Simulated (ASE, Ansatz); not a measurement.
**Generalised stacking fault on (111) (glide set) of a Ge-Si solid solution (72 atoms), the geometry as built**

This is the geometry as built. Method: Kohn-Sham DFT, r2SCAN, PAW (set soft_2), plane waves (Ansatz 0.2.0); cutoff 500 eV, k-mesh 2×1×1, gaussian smearing of 0.05 eV.

Cell vectors (Å):

```
6.849 0.000 0.000
0.000 11.862 0.000
6.278 0.000 19.571
```

Positions in Å, forces in eV/Å, q the intrinsic-atomic-orbital charge in e:

```tsv
atom	x	y	z	q	fx	fy	fz
Ge1	3.414	1.988	0.409	-0.01	8.907	-0.098	3.426
Ge2	3.412	1.978	2.838	-0.01	-0.104	-0.466	-0.083
Ge3	5.701	1.979	3.630	-0.02	0.027	-0.073	0.334
Si4	5.695	1.974	6.040	0.10	0.021	0.074	0.057
Si5	6.854	0.002	0.410	0.03	6.402	-0.106	1.694
Ge6	6.847	11.850	2.813	-0.05	0.284	0.118	-0.219
Si7	2.267	11.861	3.623	0.07	0.345	-0.378	0.063
Ge8	2.267	0.010	6.075	-0.02	0.135	-0.141	-0.788
Ge9	4.564	0.010	6.860	-0.05	0.225	0.101	0.279
Si10	4.560	0.003	9.285	0.07	-0.198	0.325	0.076
Si11	3.426	5.934	0.405	-0.01	7.133	0.109	2.691
Si12	3.443	5.928	2.818	0.07	-0.309	0.052	-0.364
Ge13	5.700	5.934	3.645	-0.02	-0.281	0.164	-0.397
Ge14	5.698	5.928	6.039	0.00	-0.045	0.038	0.148
Si15	6.851	3.970	0.408	0.08	7.348	0.154	2.463
Ge16	6.843	3.968	2.841	-0.03	0.054	-0.114	-0.629
Ge17	2.282	3.941	3.640	-0.04	0.185	0.593	0.286
Si18	2.276	3.945	6.059	0.09	-0.070	0.192	-0.003
Ge19	4.565	3.958	6.853	-0.08	-0.258	-0.433	0.201
Si20	4.557	3.961	9.280	0.04	0.350	-0.388	0.279
Ge21	7.975	1.972	6.863	-0.05	-0.262	0.502	-0.137
Ge22	7.980	1.983	9.296	-0.05	0.283	0.320	0.175
Si23	3.423	1.986	10.093	0.01	0.368	-0.062	0.189
Si24	10.293	1.984	12.523	0.05	-0.527	-0.366	-0.395
Ge25	5.705	1.967	13.311	-0.08	-0.127	0.569	0.324
Si26	5.708	1.959	15.734	0.11	0.085	0.339	0.080
Ge27	6.843	0.006	10.093	-0.02	-0.434	-0.065	-0.026
Ge28	6.829	0.007	12.519	-0.02	0.688	-0.022	-0.098
Si29	9.119	11.859	13.325	0.06	0.234	0.494	-0.165
Ge30	9.139	11.857	15.745	-0.02	-0.066	0.205	-0.428
Ge31	11.412	0.023	16.551	-0.04	0.289	-0.044	0.407
Si32	11.417	11.848	18.963	0.04	-6.247	0.008	-1.931
Ge33	3.423	9.879	0.407	-0.11	7.265	-0.058	2.613
Si34	3.433	9.876	2.831	0.08	-0.273	0.462	-0.028
Ge35	5.704	9.879	3.640	-0.02	-0.402	0.071	-0.335
Ge36	5.721	9.871	6.038	0.00	-0.356	0.160	0.181
Ge37	6.872	7.904	0.413	-0.07	6.871	0.063	1.714
Ge38	6.852	7.921	2.821	0.01	-0.018	-0.190	0.035
Ge39	2.277	7.920	3.637	-0.04	0.552	-0.223	-0.336
Ge40	2.293	7.921	6.058	0.00	-0.074	-0.130	-0.107
Ge41	4.565	7.899	6.864	0.00	0.087	0.083	0.069
Ge42	4.582	7.915	9.291	0.00	-0.262	-0.084	-0.161
Ge43	7.971	5.953	6.855	-0.03	0.384	-0.573	-0.056
Ge44	7.971	5.925	9.287	-0.03	0.103	-0.284	0.064
Ge45	3.439	5.932	10.102	-0.02	-0.066	-0.260	-0.401
Ge46	10.251	5.935	12.498	0.01	0.375	-0.021	0.158
Ge47	5.711	5.923	13.331	-0.03	0.023	-0.173	-0.408
Ge48	5.703	5.947	15.732	-0.01	0.524	-0.272	0.379
Si49	6.851	3.954	10.105	0.04	-0.562	-0.003	0.217
Si50	6.850	3.953	12.511	0.07	-0.028	-0.056	-0.388
Ge51	9.131	3.969	13.305	-0.05	-0.241	-0.559	-0.055
Ge52	9.115	3.954	15.748	-0.02	0.051	0.431	0.015
Ge53	11.419	3.954	16.549	-0.01	0.086	-0.366	-0.074
Ge54	11.407	3.955	18.973	-0.06	-6.994	0.070	-2.246
Ge55	7.989	1.986	16.559	-0.02	-0.502	-0.230	-0.185
Ge56	8.002	1.977	18.964	-0.02	-9.096	-0.017	-3.156
Ge57	7.981	9.878	6.838	0.00	0.128	0.133	0.420
Ge58	7.980	9.884	9.287	0.00	-0.046	0.024	-0.292
Ge59	3.411	9.880	10.078	-0.03	0.288	0.466	0.068
Ge60	10.259	9.894	12.517	-0.03	-0.064	0.236	-0.015
Ge61	5.717	9.902	13.314	0.00	-0.288	-0.162	0.244
Ge62	5.711	9.881	15.754	0.01	-0.075	0.175	-0.127
Ge63	6.840	7.905	10.080	0.00	0.201	0.028	0.364
Ge64	6.847	7.921	12.519	0.00	-0.068	-0.172	-0.229
Ge65	9.129	7.900	13.313	0.00	-0.010	0.198	0.121
Ge66	9.136	7.911	15.742	-0.02	-0.273	-0.514	0.150
Ge67	11.414	7.901	16.552	-0.02	-0.031	0.148	0.565
Si68	11.420	7.896	18.966	0.08	-7.044	-0.128	-2.221
Si69	7.982	5.922	16.571	0.07	0.027	0.213	0.358
Si70	8.003	5.943	18.978	0.01	-7.205	-0.125	-2.621
Ge71	7.995	9.889	16.542	-0.02	-0.037	-0.087	0.659
Si72	7.985	9.890	18.964	0.08	-7.386	0.123	-2.457
```

The r.m.s. force component is 1.85 eV/Å; the longest force, 9.63 eV/Å, acts on Ge56.

[Logs are printed without paths, hosts, clocks, repeated set-up lines and the standing remarks that a program may print on its own settings, such as how far it seeks lower states.]

[Hosts, paths, dates, database ids (printed as entryN), source tags and the programs' standing remarks are cut or masked in the printed files.]
